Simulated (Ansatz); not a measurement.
# Tl2Se (model cell, started as antifluorite): a soft mode frozen in

Wanted: the energy along a soft mode of Tl2Se (model cell, started as antifluorite) and the structure at the end.

Program: Ansatz 0.2.0. Level of theory: DFT PBE, scalar-relativistic, plane waves, PAW. Results are calculated unless marked as measured.

The structure was built from a prototype and need not be the compound's stable phase.

## Step 1: The starting structure

Symmetry: Fm-3m, No. 225, cubic system. Conventional cell: a = 7.574 Å, b = 7.574 Å, c = 7.574 Å, α = 90.00°, β = 90.00°, γ = 90.00°. Nearest to Se lie 8 Tl at 3.28 Å. Nearest to Tl lie 4 Se at 3.28 Å. Farther neighbours and most contacts between anions are not listed.

## Step 2: Phonons on a q mesh

The cell comes from relaxations at this level that are not shown. Stability and thermal properties need the whole zone. Linear response on a 2×2×2 q mesh gives force constants as far as a supercell of that size would.

Input file input.yaml:

```yaml
crystal:
  lattice:
    - [0.0, 3.7870920244, 3.7870920244]
    - [3.7870920244, 0.0, 3.7870920244]
    - [3.7870920244, 3.7870920244, 0.0]
  atoms:
    - { symbol: Se, position: [0.0, 0.0, 0.0] }
    - { symbol: Tl, position: [0.25, 0.25, 0.25] }
    - { symbol: Tl, position: [0.75, 0.75, 0.75] }
kpoints:
  mp_grid: { grid: [8, 8, 8] }
hamiltonian:
  xc: pbe
scf:
  occupations: { method: gaussian, width: 0.02 }
output:
  eigenvalues: true
phonons:
  method: dfpt
  qmesh: [2, 2, 2]
  temperatures: { t_max: 1000, t_step: 50 }
  qpath:
    path:
      - [[0.0, 0.0, 0.0], [0.5, 0.0, 0.5], [0.625, 0.25, 0.625]]
      - [[0.375, 0.375, 0.75], [0.0, 0.0, 0.0], [0.5, 0.5, 0.5], [0.5, 0.25, 0.75], [0.5, 0.0, 0.5]]
    npoints: 10
```

Launch:

```bash
> ansatz run input.yaml --threads 4 --pin off --max-ram 7168MiB --backend cpu --events-out ev --progress --plain --runs-dir out
```

Numbers of over 12 decimals in the logs are rounded to 6 here.

Output:

```text
Warning: phonons: the dynamical matrix that this run interpolates holds no multipole term above the dipole-dipole one, and a site of this crystal is no centre of inversion, so its interpolated transverse optical and acoustic branches and sound speeds can stay off near Gamma, and the density of states and the thermodynamics with them. What a run solves at a wave vector of phonons.qpoints, Gamma apart, where the deck admits one, is free of this, and under fd what a larger phonons.supercell samples
Engine: ansatz 0.2.0, aarch64-unknown-linux-gnu
Pseudopotentials: kind: paw
Pseudopotential: Se, paw, valence charge 16, recommended cutoff 420 eV (normal), Se.paw.azcp
Pseudopotential: Tl, paw, valence charge 13, recommended cutoff 420 eV (normal), Tl.paw.azcp
Functional definition: PBE
  parameter kappa = 0.804
  parameter beta = 0.066725
  exchange = pbe_x(kappa = kappa, mu = beta*pi^2/3)
  correlation = pbe_c(beta = beta)
Crystal: 3 atoms, lattice volume = 108.629 Å³
Basis set: ecut = 420 eV, 2109 PW (Γ), exchange–correlation on 72×72×72 points (8 copies of the dense FFT grid, shifted against one another)
Bands: 26, of which v1, the nominal top of the filled ones, is band 21 counted from 1 (20 counted from 0)
Symmetry: 48 space group operations
k-points: 29 of 512
Non-local potential: Se, projectors of the file, l = 0: 2, l = 1: 2, l = 2: 3, l = 3: 1
Non-local potential: Tl, projectors of the file, l = 0: 2, l = 1: 2, l = 2: 2, l = 3: 1
PAW form: soft (Blöchl's): semilocal exchange-correlation on the pseudo side does not see the compensation charge
PAW one-centre angular grid: Se, 590 points (default); XC on 64 Gauss nodes
PAW one-centre angular grid: Tl, 590 points (default); XC on 64 Gauss nodes
Initial density: superposition of atomic densities (neutral atoms: chi_scale 0, normalization atom), corrected by the library's trained network
Initial wavefunctions: pseudopotential atomic-orbital guess
Functional: x = pbe(κ = 0.804, μ = 0.219515), c = pbe(β = 0.066725)
SCF iter   1: F=—  HF=-28358.309040 eV  |F-HF|=—  |Δ(HF+E_count)|=         —  Δρ=5.53e-4  dr2=5.24e-4  ethr=1.77e-3  ⟨swp⟩=6.2  Hψ=3062  notcnv=0
preconditioner: auto → none  [insulator: Δε(μ)=0.135 eV  Ē_g=11.887 eV  σ=0.020 eV  W_gap=1.00  n_scr=14 (ndim 8)  ℏωp=20.2 eV  f_vac=0.119  D(μ)=0.00/eV (n_scr^D=0)  ε∞_Penn≈3.9]
SCF iter   2: F=—  HF=-28358.308111 eV  |F-HF|=—  |Δ(HF+E_count)|=   9.29e-4  Δρ=3.22e-4  dr2=1.94e-4  ethr=1.25e-6  ⟨swp⟩=2.9  Hψ=1611  notcnv=0  defer=18
SCF iter   3: F=—  HF=-28358.308355 eV  |F-HF|=—  |Δ(HF+E_count)|=   2.44e-4  Δρ=1.91e-4  dr2=7.72e-5  ethr=4.61e-7  ⟨swp⟩=2.0  Hψ=1249  notcnv=0  defer=18
SCF iter   4: F=—  HF=-28358.308444 eV  |F-HF|=—  |Δ(HF+E_count)|=   8.93e-5  Δρ=3.35e-5  dr2=2.89e-6  ethr=1.84e-7  ⟨swp⟩=2.0  Hψ=1250  notcnv=0  defer=18
SCF iter   5: F=—  HF=-28358.308447 eV  |F-HF|=—  |Δ(HF+E_count)|=   3.09e-6  Δρ=1.07e-5  dr2=8.10e-8  ethr=6.87e-9  ⟨swp⟩=2.0  Hψ=1214  notcnv=0  defer=18
SCF iter   6: F=—  HF=-28358.308447 eV  |F-HF|=—  |Δ(HF+E_count)|=   4.89e-7  Δρ=3.56e-6  dr2=6.94e-9  ethr=1.93e-10  ⟨swp⟩=2.1  Hψ=1191  notcnv=0  defer=18
SCF iter   7: F=—  HF=-28358.308447 eV  |F-HF|=—  |Δ(HF+E_count)|=   4.28e-8  Δρ=4.61e-7  dr2=2.09e-10  ethr=1.65e-11  ⟨swp⟩=2.2  Hψ=1135  notcnv=0  defer=18
SCF iter   8: F=—  HF=-28358.308447 eV  |F-HF|=—  |Δ(HF+E_count)|=  3.93e-10  Δρ=1.72e-7  dr2=2.79e-11  ethr=1.00e-12  ⟨swp⟩=2.1  Hψ=883  notcnv=0  defer=18
SCF iter   9: F=-28358.308447 eV  HF=-28358.308447 eV  |F-HF|=3.64e-12  |Δ(HF+E_count)|=  5.46e-11  Δρ=3.31e-8  dr2=7.38e-13  ethr=1.00e-12  ⟨swp⟩=9.1  Hψ=3630  notcnv=0
SCF 1 converged in 9 iterations: F = -28358.308447 eV  dr2 = 7.38e-13
  greatest PAW one-centre occupation: 1.000 electrons in one spin orbital (limit 2), on the Se atom at site 0 (counted from 0), in its partial waves of l = 2
Initial density: read from a saved state, or passed on in memory by an earlier SCF of this step, an earlier step, the calling program or the single point that the run made first
iter 1 solved again at ethr=1.50e-8 eV; its pass at ethr=3.10e-3 eV (dr2=6.31e-6 eV) is discarded
[...]
eigensolver tolerance schedule: the retry pair's looser diagonalisation over-reported the residual by 121243.94 of it (diagonalisation noise at 1.42 of the residual, at the tolerance the schedule requests for it); recorded, not acted on — ethr = c·dr2/N_el stays at c = 1.0e-1
preconditioner: auto → none  [insulator: Δε(μ)=0.149 eV  Ē_g=11.885 eV  σ=0.020 eV  W_gap=1.00  n_scr=14 (ndim 8)  ℏωp=20.2 eV  f_vac=0.120  D(μ)=0.00/eV (n_scr^D=0)  ε∞_Penn≈3.9]
[...]
SCF 2 converged in 3 iterations: F = -28358.308447 eV  dr2 = 9.60e-12
k-points: 59 of 512 (irreducible under 8 space group operations, time reversal used)
[...]
eigensolver tolerance schedule: the retry pair's looser diagonalisation over-reported the residual by 873975.39 of it (diagonalisation noise at an unbounded share of the residual, at the tolerance the schedule requests for it); recorded, not acted on — ethr = c·dr2/N_el stays at c = 1.0e-1
preconditioner: auto → none  [insulator: Δε(μ)=0.149 eV  Ē_g=11.886 eV  n_scr=14 (ndim 8)  ℏωp=20.2 eV  f_vac=0.120  ε∞_Penn≈3.9]
SCF iter   2: F=—  HF=-28358.308447 eV  |F-HF|=—  |Δ(HF+E_count)|=   1.46e-6  Δρ=1.00e-7  dr2=7.33e-12  ethr=1.00e-12  ⟨swp⟩=8.9  Hψ=7029  notcnv=0
SCF iter   3: F=-28358.308447 eV  HF=-28358.308447 eV  |F-HF|=0.00e0  |Δ(HF+E_count)|=  7.28e-12  Δρ=6.73e-8  dr2=2.88e-12  ethr=1.00e-12  ⟨swp⟩=1.0  Hψ=3245  notcnv=0
SCF 3 converged in 3 iterations: F = -28358.308447 eV  dr2 = 2.88e-12
NSCF: frozen V_eff on 59 k-points
NSCF: frozen V_eff on 59 k-points
[...]
DFPT response loops at Γ: preconditioner auto → Resta (q_TF=auto, 2.329 Å⁻¹)  ε∞=20.1 (no band partly filled); β = 1.00, the filter's whole step (`scf.mixing.beta` (0.50) is not read by the response loops at its default; to damp them type it under 1.00, their step now; it binds the ground state too); Broyden in place of MSR1
k-points: 163 of 1728 (irreducible under 8 space group operations, time reversal used)
iter 1 solved again at ethr=3.93e-7 eV; its pass at ethr=3.10e-3 eV (dr2=1.65e-4 eV) is discarded
SCF iter   1: F=—  HF=-28358.310000 eV  |F-HF|=—  |Δ(HF+E_count)|=         —  Δρ=2.27e-4  dr2=1.58e-4  ethr=3.93e-7  ⟨swp⟩=2.7  Hψ=23353  notcnv=0  defer=480
preconditioner: auto → none  [insulator: Δε(μ)=0.087 eV  Ē_g=11.883 eV  n_scr=14 (ndim 8)  ℏωp=20.2 eV  f_vac=0.120  ε∞_Penn≈3.9]
SCF iter   2: F=—  HF=-28358.309985 eV  |F-HF|=—  |Δ(HF+E_count)|=   1.50e-5  Δρ=1.69e-4  dr2=6.64e-5  ethr=3.77e-7  ⟨swp⟩=2.0  Hψ=6683  notcnv=0  defer=316
SCF iter   3: F=—  HF=-28358.309967 eV  |F-HF|=—  |Δ(HF+E_count)|=   1.74e-5  Δρ=3.77e-5  dr2=2.12e-6  ethr=1.58e-7  ⟨swp⟩=2.0  Hψ=6657  notcnv=0  defer=216
SCF iter   4: F=—  HF=-28358.309968 eV  |F-HF|=—  |Δ(HF+E_count)|=   4.17e-7  Δρ=7.64e-6  dr2=8.92e-8  ethr=5.05e-9  ⟨swp⟩=2.0  Hψ=4912  notcnv=0  defer=163
SCF iter   5: F=—  HF=-28358.309968 eV  |F-HF|=—  |Δ(HF+E_count)|=   6.68e-8  Δρ=1.21e-6  dr2=1.29e-9  ethr=2.12e-10  ⟨swp⟩=2.0  Hψ=7498  notcnv=0  defer=163
SCF iter   6: F=—  HF=-28358.309968 eV  |F-HF|=—  |Δ(HF+E_count)|=   4.02e-9  Δρ=3.77e-7  dr2=1.49e-10  ethr=1.00e-12  ⟨swp⟩=8.2  Hψ=16749  notcnv=0
SCF iter   7: F=-28358.309968 eV  HF=-28358.309968 eV  |F-HF|=1.46e-11  |Δ(HF+E_count)|=  5.31e-10  Δρ=4.19e-8  dr2=1.43e-12  ethr=1.00e-12  ⟨swp⟩=3.0  Hψ=8803  notcnv=0
SCF 4 converged in 7 iterations: F = -28358.309968 eV  dr2 = 1.43e-12
NSCF: frozen V_eff on 163 k-points
NSCF: frozen V_eff on 106 k-points
[...]
DFPT response loops at q = (0, 0, 0) (fractional): mixed as the last ones told, above
NSCF: frozen V_eff on 300 k-points
DFPT response loops at q = (0, 0, -0.5) (fractional): mixed as the last ones told, above
NSCF: frozen V_eff on 190 k-points
DFPT response loops at q = (0, -0.5, -0.5) (fractional): mixed as the last ones told, above
SCF converged after 9 iterations
Free energy (F): -28358.308447 eV
Harris-Foulkes:  -28358.308447 eV  (|F-HF|=3.64e-12)
Internal energy: -28358.308447 eV  (E = F + TS)
E sigma→0 (E₀):  -28358.308447 eV
Fermi energy:    6.445448 eV
--- Per-component energies (eV) ---
  E_band       = -484.036384
  E_kinetic    = 781.295853
  E_local      = -5006.248901  (includes V_loc(G=0)·N_el)
  E_nonlocal   = 39.471503
  E_hartree    = 2202.325182
  E_xc         = -565.772937
  E_vxc        = -381.872423  (∫ρ·V_xc dr)
  E_paw        = -22236.219731  (= ΣΔE_a)
  E_vpaw       = -321.332253  (= ΣTr[D̂ρ^β])
  E_aug_tail   = -0.000536  (compensation charges beyond the density's cutoff)
  E_ewald      = -3573.158879
  E_smearing   = -0.000000  (= −TS)
  E_closure    = -0.000000  (closes the sum)
  Σ components = -28358.308447   (vs F -28358.308447, Δ=0.00e0)
--- Band table (eV; the first three rows and the last of 29) ---
  k-point 0: bands = [... 17 lower, 2.8839, 4.6619, 4.6619, 4.6619, 7.4671, 7.4671, 7.4671, 11.4070, ... 1 higher]
  k-point 1: bands = [... 17 lower, 2.6193, 4.5818, 4.5818, 4.6930, 7.6371, 7.6371, 8.0334, 10.9439, ... 1 higher]
  k-point 2: bands = [... 17 lower, 1.9560, 4.4177, 4.4177, 5.1138, 7.9864, 7.9864, 8.9116, 10.5966, ... 1 higher]
  k-point 28: bands = [... 17 lower, 0.4164, 3.3340, 5.4285, 5.4285, 7.1916, 8.1587, 10.4081, 10.4081, ... 1 higher]
--- Phonons (Γ-DFPT): 2 representative perturbations + reference (Σ response iterations 6) ---
  ASR residual: 6.283e-5 → 0.000e0 eV/Å²; symmetrization residual: 1.861e-5 eV/Å²
  ASR residual per site (eV/Å²): 6.28e-5 4.85e-6 4.85e-6
  Γ frequencies (cm⁻¹): 0.00 0.00 0.00 52.80 52.80 52.80 76.01 76.01 76.01
--- Phonons (arbitrary-q DFPT): 3 irreducible q on the 2×2×2 mesh ---
  q = [0.0000, 0.0000, 0.0000] (star 1, of the zone-centre solve; hermiticity 2.65e-5, symmetrization 2.02e-11): -0.00 -0.00 -0.00 52.80 52.80 52.80 76.01 76.01 76.01
  q = [0.0000, 0.0000, -0.5000] (star 4, 2 solved perturbations on 150 of 512 k-point pairs; hermiticity 2.95e-5, symmetrization 1.05e-5): 21.04 21.04 45.53 45.53 46.70 58.17 73.30 74.97 74.97
  q = [0.0000, -0.5000, -0.5000] (star 3, 4 solved perturbations in 308 linear systems a pass and spin channel, the states on 95 of 512 k-point pairs; hermiticity 9.23e-6, symmetrization 3.25e-8): -36.28 -36.28 30.01 32.62 32.62 64.16 64.33 64.33 103.12
  sum rule: each row above includes the acoustic sum rule's correction from the zone centre's row sums; it moved no ω² by more than (0.47 cm⁻¹)²
  mesh force constants: q→R imaginary residual 3.90e-17; ASR residual 6.283e-5 → 0.000e0 eV/Å²; symmetrization residual 6.661e-16 eV/Å²
  interpolated dispersion: 62 rows × 9 modes
  density of states and harmonic sums: on the 14×14×14 q-mesh, interpolated from the force constants of a 2×2×2 supercell (no non-analytic term)
  largest difference from the sums on the solved wave vectors: F 1.57e-1 eV, S 1.96e-4 and C_V 4.02e-5 eV/K
  zero-point energy: 0.026611 eV/cell   skipped modes (ω ≤ 0): 79, of them read as no rigid motion or as one in doubt: 76 (6.757e-1 modes/cell left out, lowest -36.28 cm⁻¹)   left out of the sums: 7.52e-2 of the cell's modes: C_V's classical limit lies that fraction below 3 k_B per atom; for a crystal, a wire or a layer, F and S can be off by more, and a phonons.interpolated_qmesh denser along its periods is the remedy for the sampling
```

Wall time 93 s (4 threads of Arm Neoverse V2, shared host); peak memory 1.2 GiB.

Numbers from this step:

- volume per atom: 36.21 Å³
- gap on the k-mesh: 0.1492 eV
- sum-rule residual before enforcement: 6.28e-5 eV/Å²
- lowest frequency on the path: -36.28 cm⁻¹
- point group: m-3m
- highest frequency on the path or at a solved wavevector: 103.1 cm⁻¹
- highest optical mode at the zone centre (no LO-TO term): 76.01 cm⁻¹
- lowest optical zone-centre mode: 52.8 cm⁻¹
- lowest mode on the q mesh (acoustic modes at Γ apart): -36.28 cm⁻¹

Frequencies (cm⁻¹) solved at each irreducible wavevector; negative means imaginary. Frequencies by wavevector, by row:

```tsv
q in reciprocal lattice units	star	mode 1	mode 2	mode 3	mode 4	mode 5	mode 6	mode 7	mode 8	mode 9
0 0 0	1	0	0	0	52.8	52.8	52.8	76	76	76
0 0 -0.5	4	21	21	45.5	45.5	46.7	58.2	73.3	75	75
0 -0.5 -0.5	3	-36.3	-36.3	30	32.6	32.6	64.2	64.3	64.3	103.1
```

Interpolated from a 2×2×2 q mesh, without the LO-TO term. The phonon branches at the labelled points (cm⁻¹):

```tsv
point	branch 1	branch 2	branch 3	branch 4	branch 5	branch 6	branch 7	branch 8	branch 9
Γ	0	0	0	53	53	53	76	76	76
halfway	-15	-15	44	46	46	46	68	68	92
X	-36	-36	30	33	33	64	64	64	103
halfway	-32	-27	30	33	35	63	65	65	100
U	-18	26	30	36	38	60	66	66	90
jump to K	-18	26	30	36	38	60	66	66	90
halfway	12	22	41	46	47	52	71	76	79
Γ	0	0	0	53	53	53	76	76	76
halfway	15	15	34	49	49	51	75	75	78
L	21	21	46	46	47	58	73	75	75
halfway	11	32	35	42	48	59	66	76	76
W	-30	29	35	40	40	62	66	77	77
halfway	-33	8	29	34	36	63	65	66	96
X	-36	-36	30	33	33	64	64	64	103
```

The phonon branches as a text plot (rows in cm⁻¹):

```
    100 |        *******                                      ***
     94 |      **       **                                   *
     89 |    **           *                                 *
     83 |   *              *                               *
     77 |***                *  ****************************
     71 |   ****           *********            *****      *
     65 |       ************                         ************
     60 |        ***    ****                    *************
     54 |****   *           ********************
     48 |   ****            ********       *************
     42 |      **          ******             *   **********
     36 |    **  ***   *****     *          **       ** *******
     30 |   *     ***********                        ************
     25 |                 *  ***  **       *      ***        *
     19 |  *             *  *  ***  *     *  *********
     13 | *                     * ***    * **         *
      7 |                  *     *   *  ***
      1 |*                            ***
     -4 | ***                     ****
    -10 |    **                                        *
    -16 |      *        * *
    -22 |       *        *                              *     *
    -28 |        *     **                                ***
    -33 |         ******                                    *****
         Γ           X  U|K            Γ         L        W     X
```

Symmetry leaves 3 wavevectors to solve. The lowest mode among them, the acoustic zeros apart, lies at q = (0, -0.5, -0.5) and is imaginary, 36.3i cm⁻¹, so the energy falls along it.

## Step 3: The mode frozen in, largest atomic shift 0 Å

The mode followed lies at q = (0, -0.5, -0.5) with frequency 36.3i cm⁻¹ and is 2-fold degenerate, the softest among the wavevectors solved. At small amplitude the distorted cell has space group no. 63 by a symmetry search on the positions. The undistorted cell that holds it gives the zero of energy on the same k mesh.

System of this step: Tl2Se (model cell, started as antifluorite). It takes space group Fm-3m (No. 225, cubic). The conventional cell has a = 7.574 Å, b = 7.574 Å, c = 7.574 Å, α = 90.00°, β = 90.00°, γ = 90.00°. Nearest to Se lie 8 Tl at 3.28 Å. Tl has 4 Se at 3.28 Å nearest. Farther neighbours and most contacts between anions are not listed.

Input file input.yaml:

```yaml
crystal:
  lattice:
    - [0.0, -3.7870920244, -3.7870920244]
    - [0.0, 3.7870920244, -3.7870920244]
    - [7.5741840488, 0.0, 0.0]
  atoms:
    - { symbol: Se, position: [0.5, 0.5, 0.5] }
    - { symbol: Se, position: [0.0, 0.0, 0.0] }
    - { symbol: Tl, position: [0.0, 0.5, 0.75] }
    - { symbol: Tl, position: [0.5, 0.0, 0.25] }
    - { symbol: Tl, position: [1.0, 0.5, 0.25] }
    - { symbol: Tl, position: [0.5, 0.0, 0.75] }
kpoints:
  mp_grid: { grid: [6, 6, 4] }
hamiltonian:
  xc: pbe
scf:
  occupations: { method: gaussian, width: 0.02 }
output:
  forces: true
  stress: true
  eigenvalues: true
```

Output:

```text
[...]
Crystal: 6 atoms, lattice volume = 217.259 Å³
Basis set: ecut = 420 eV, 4209 PW (Γ), exchange–correlation on 72×72×108 points (8 copies of the dense FFT grid, shifted against one another)
Bands: 51, of which v1, the nominal top of the filled ones, is band 42 counted from 1 (41 counted from 0)
Symmetry: 32 space group operations
[...]
k-points: 30 of 144
[...]
k-point 0: bands = [... 38 lower, 4.6681, 4.6681, 4.6717, 6.1143, 6.7187, 7.4666, 7.4691, 7.4691, ... 4 higher]
  k-point 1: bands = [... 38 lower, 4.4440, 4.4440, 4.8513, 5.8133, 7.1975, 7.7628, 7.7628, 8.1691, ... 4 higher]
  k-point 2: bands = [... 38 lower, 4.0061, 4.0061, 5.2994, 5.2994, 8.3353, 8.3353, 8.4551, 8.4551, ... 4 higher]
  k-point 29: bands = [... 38 lower, 5.4331, 5.4331, 5.4331, 5.4331, 7.1939, 7.1939, 8.1641, 8.1641, ... 4 higher]
[key lines of the parts left out:]
SCF converged after 7 iterations
Free energy (F): -56716.610709 eV
Fermi energy:    6.479084 eV
P = ⅓ Tr σ = 0.0448 GPa (0.448 kbar)
```

Wall time 3.6 s (4 threads); peak memory 0.69 GiB.

Numbers from this step:

| Item | Value |
| --- | --- |
| pressure | 0.04479 GPa |
| gap on the k-mesh | 0.07955 eV |
| energy from the undistorted cell | 0 meV/atom |

The run ends at a pressure of 0.04 GPa.

## Step 4: The mode frozen in, largest atomic shift 0.32 Å

The atoms are moved along the unstable eigenvector, the largest shift by 0.32 Å, with the cell fixed.

input.yaml, the sections that differ from step 3:

```yaml
crystal:
  lattice:
    - [0.0, -3.7870920244, -3.7870920244]
    - [0.0, 3.7870920244, -3.7870920244]
    - [7.5741840488, 0.0, 0.0]
  atoms:
    - { symbol: Se, position: [0.5422487753, 0.5422487753, 0.5] }
    - { symbol: Se, position: [-0.0422487753, -0.0422487753, 0.0] }
    - { symbol: Tl, position: [0.0092017125, 0.4907982875, 0.75] }
    - { symbol: Tl, position: [0.4907982875, 0.0092017125, 0.25] }
    - { symbol: Tl, position: [1.0092017125, 0.4907982875, 0.25] }
    - { symbol: Tl, position: [0.4907982875, 0.0092017125, 0.75] }
# kpoints, hamiltonian, scf, output: as in step 3
```

Output:

```text
[...]
Crystal: 6 atoms, lattice volume = 217.259 Å³
Basis set: ecut = 420 eV, 4209 PW (Γ), exchange–correlation on 72×72×108 points (8 copies of the dense FFT grid, shifted against one another)
Bands: 51, of which v1, the nominal top of the filled ones, is band 42 counted from 1 (41 counted from 0)
Symmetry: 8 space group operations
[...]
k-points: 39 of 144
[...]
k-point 0: bands = [... 38 lower, 4.6746, 4.6998, 4.8140, 6.1279, 6.1613, 7.3545, 7.4860, 8.1486, ... 4 higher]
  k-point 1: bands = [... 38 lower, 4.4726, 4.5828, 4.8449, 5.5994, 7.0720, 7.7652, 7.9810, 8.2249, ... 4 higher]
  k-point 2: bands = [... 38 lower, 4.1245, 4.1245, 5.2199, 5.2199, 8.3513, 8.3513, 8.3697, 8.3697, ... 4 higher]
  k-point 38: bands = [... 38 lower, 5.2746, 5.2746, 5.4126, 5.4126, 7.1762, 7.1762, 8.3615, 8.3615, ... 4 higher]
[key lines of the parts left out:]
SCF converged after 7 iterations
Free energy (F): -56716.631657 eV
Fermi energy:    6.360795 eV
P = ⅓ Tr σ = 0.0617 GPa (0.617 kbar)
```

Elapsed: 5 s, on 4 threads; peak memory 0.74 GiB.

Numbers from this step:

```
pressure                         : 0.06168 GPa
gap on the k-mesh                : 0 eV
energy from the undistorted cell : -3.479 meV/atom
```

The energy, extrapolated to zero smearing, is -3.48 meV/atom against the undistorted cell.

The run ends at a pressure of 0.06 GPa, with forces up to 0.037 eV/Å.

## Step 5: Energy along the mode, all amplitudes (two of the runs are shown above)

An imaginary frequency means negative curvature, so the energy should fall and then rise again as anharmonic terms take over.

This step gave:

| Quantity | Value |
| --- | --- |
| depth at the lowest point sampled | 3.479 meV/atom |
| largest atomic shift at that point | 0.32 Å |

Energy from the parent against largest atomic shift:

```tsv
largest atomic shift (Å)	energy from the parent (meV/atom)
0.000	0
0.040	-0.173
0.080	-0.576
0.140	-1.36
0.220	-2.40
0.320	-3.48
0.450	-2.58
0.600	3.17
```

Displacement at unit largest shift by atom:

```tsv
atom	x (Å)	y (Å)	z (Å)	size
Se1	0.00	0.00	-1.00	1.00
Se2	0.00	0.00	1.00	1.00
Tl3	0.00	-0.22	0.00	0.22
Tl4	0.00	0.22	0.00	0.22
Tl5	0.00	-0.22	0.00	0.22
Tl6	0.00	0.22	0.00	0.22
```

The lowest of the steps tried is at 0.32 Å, 3.48 meV/atom below the parent; the bottom of the well need not coincide with a step.

[end of part 1 of 2]

[Logs are printed without paths, hosts, clocks, repeated set-up lines and the standing remarks that a program may print on its own settings, such as how far it seeks lower states.]

[Hosts, paths, dates, database ids (printed as entryN), source tags and the programs' standing remarks are cut or masked in the printed files.]
